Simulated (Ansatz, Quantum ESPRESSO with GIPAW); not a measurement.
# Ca3(PO4)2: recovering the 43Ca shift from two magnetic fields

The line of one Ca site of Ca3(PO4)2 (atom 1; CaO6; site symmetry 1) is simulated from calculated parameters (GIPAW shift with PBEsol, against aqueous Ca2+; field gradient by Ansatz). Under fast MAS the central transition of 43Ca (spin 7/2, |γ|/2π = 2.8689 MHz/T) has its centre of gravity at 25.12 ppm at 11.7 T and at 30.88 ppm at 16.4 T. The cell is the C2 form of a database entry, atoms relaxed, static and at 0 K.

**Task.** Recover the isotropic shift and the quadrupolar product P_Q. What does that say of C_Q?

1. The centre of gravity is δ_cg = δ_iso − (3/40) F (P_Q/ν0)² × 10⁶, with F = [I(I+1) − 3/4]/[I²(2I−1)²] = 0.03401: a straight line in 1/ν0².

2. ν0 = 33.57 and 47.05 MHz, so 1/ν0² = 8.8755e-04 and 4.5173e-04 MHz⁻².

3. The slope is (25.12 − 30.88) / (8.8755e-04 − 4.5173e-04) = -1.3216e+04 ppm MHz², and the intercept δ_iso = 30.88 − slope × 4.5173e-04 = 36.9 ppm.

4. P_Q = √(−slope / [(3/40) F × 10⁶]) = 2.28 MHz.

5. P_Q = |C_Q|√(1 + η²/3), so |C_Q| lies between 1.97 (η = 1) and 2.28 MHz (η = 0); the shape of the line settles η. The calculation has |C_Q| = 2.15 MHz, η_Q = 0.60 and δ_iso = 36.9 ppm. Reading the 11.7 T position as the shift would be off by -11.7 ppm.

[Hosts, paths, dates, database ids (printed as entryN), source tags and the programs' standing remarks are cut or masked in the printed files.]
